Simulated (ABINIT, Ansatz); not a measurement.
Computed results, one entry a study.

## Quasiparticle gap of MgB2C2 (Pnnm) in ABINIT

Symmetry: Pnnm, No. 58, orthorhombic system. Conventional cell: a = 4.615 Å, b = 7.179 Å, c = 2.765 Å, α = 90.00°, β = 90.00°, γ = 90.00°. Nearest to Mg lie 6 C at 2.32 to 2.40 Å and 6 B at 2.42 to 2.44 Å. B has 3 C at 1.57 to 1.59 Å and 3 Mg at 2.42 to 2.44 Å nearest. Nearest to C lie 3 B at 1.57 to 1.59 Å and 3 Mg at 2.32 to 2.40 Å. Farther neighbours, and contacts between anions beyond the nearest, are not listed.

```
method               : RPA screening on PBEsol, plane waves, norm-conserving pseudopotentials (and 2 further levels or steps)
program              : ABINIT 10.8.3
settings             : cutoff 38 Ha, PseudoDojo scalar-relativistic 0.4.1 standard, norm-conserving, ngkpt (4, 2, 4), nband 232, ecuteps 8 Ha, inclvkb 2, shiftk (0, 0, 0), symchi 1, awtr 1, frequency ppm, 4×2×4 k-mesh
cost                 : 5 runs, 15 min in all on 8 MPI ranks of Arm Neoverse V2, shared host
notes                : The program’s warnings: nkpt*nsppol () is not a multiple of nproc spkpt (). The cell and positions are those that the Materials Project relaxed with its own functionals (PBE, PBE+U or r2SCAN), kept fixed. The 4×2×4 mesh is coarse for this cell, which bears on the long-range parts of exchange and screening.
PBEsol gap           : 1.23 eV, indirect
G0W0 gap on the mesh : 1.90 eV
GW settings          : 4×2×4 mesh, 232 bands, screening to 217.7 eV, Godby-Needs plasmon pole
known limits         : short of the basis limit; coarse k mesh
```

G0W0 moves the gap on the mesh from 1.23 eV to 1.90 eV (+0.67 eV), with Z of 0.79 and 0.81 at the edges. Local fields lower the RPA ε∞ on this mesh from 8.98 to 8.42; a Γ-centred mesh this coarse tends to raise both, most where the direct gap is narrow, while a short band sum lowers them.

[Long decimals in the printed logs are rounded to 6 places.]

[Logs are printed without paths, hosts, clocks, repeated set-up lines and the standing remarks that a program may print on its own settings, such as how far it seeks lower states.]

[Paths, hosts, dates, memory and timing lines, banners, echoed tables and standing remarks are left out of the program output; an Ansatz launch command may be rebuilt from the run's recorded settings. Measured values are a selection of at most five: reports struck by readers or far from the other reports are left out. None is set beside runs whose start may be inverted or whose files or cutoffs have a known fault.]

[Runs of the session that timed out or met a known fault of the program may be left out.]

[Hosts, paths, dates, database ids (printed as entryN), source tags and the programs' standing remarks are cut or masked in the printed files.]

[G0W0 gaps are taken among the corrected bands and points alone; a level outside them can change the order at an edge.]

[Where Ansatz stands beside ABINIT at settings called matched, ABINIT's density can come from a denser mesh and the files from another edition; pairs whose starting gaps differed by over 0.03 eV were left out, so agreement reads better than it is.]
